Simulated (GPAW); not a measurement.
# TiO2 (P4_2/mnm): refractive index against wavelength

The refractive index of TiO2 (P4_2/mnm) along x below the direct gap (1.91 eV on the mesh) is read from one computed spectrum, n = √(Re ε). x, y and z are the Cartesian axes of the input cell.

The structure is tetragonal, space group P4_2/mnm (No. 136). Conventional cell: a = 4.592 Å, b = 4.592 Å, c = 2.957 Å, α = 90.00°, β = 90.00°, γ = 90.00°. Ti on site a has 6 O at 1.95 to 1.98 Å as nearest neighbours. Around O on site f lie 3 Ti at 1.95 to 1.98 Å.

Method: GPAW 26.7.0, PBE, RPA, k-mesh 7×7×11, local fields up to 70 eV, Lorentzian half width 0.12 eV.

Launch of the response step: `OMP_NUM_THREADS=1 python df.py`. The run took 3.3 min, its band step included, on 1 thread of Arm Neoverse V2, on a shared host.

| wavelength (nm) | photon energy E (eV) | n |
| --- | --- | --- |
| 3000 | 0.413 | 2.5575 |
| 2000 | 0.620 | 2.5691 |
| 1550 | 0.800 | 2.5835 |
| 1310 | 0.946 | 2.5985 |
| 1064 | 1.165 | ? |

In the single-oscillator model n² − 1 = E₀E_d/(E₀² − E²), so 1/(n² − 1) = E₀/E_d − E²/(E₀E_d) is linear in E².

Working, on the rows shown:

| x = E² (eV²) | y = 1/(n² − 1) |
| --- | --- |
| 0.170801 | 0.180479 |
| 0.384302 | 0.178563 |
| 0.639837 | 0.176228 |
| 0.895757 | 0.173846 |

Means: x̄ = 0.52267, ȳ = 0.17728. Σ(x − x̄)(y − ȳ) = -0.002707, Σ(x − x̄)² = 0.2959. Slope = -0.002707 / 0.2959 = -0.009151; intercept = ȳ − slope · x̄ = 0.18206. Turned back into n, the line misses the rows shown by at most 0.00013.

Task: Predict the last column of the withheld row from the fit.

Result: At x = 1.3578 the line gives y = 0.16964, that is 2.6258. The run gave 2.6270, so the extrapolation is off by 0.0012, 1.7 % of the range in the table.

Refitted with all rows, the slope is -0.00929 and the intercept 0.18212. These give E₀ = √(intercept/−slope) = 4.43 eV and E_d = E₀/intercept = 24.3 eV; E₀ is 2.3 times the direct gap. The electronic limit at long wavelengths, without lattice vibrations, is n = √(1 + 1/intercept) = 2.548. Excitons are left out; PBE gaps are as a rule too small. The values come from a sum over the points of one k-mesh and carry its error, which grows as the direct gap shrinks. This version of GPAW has incomplete matrix elements in the optical limit, which can lower ε − 1 by up to a tenth where first-row anions or d states rule.
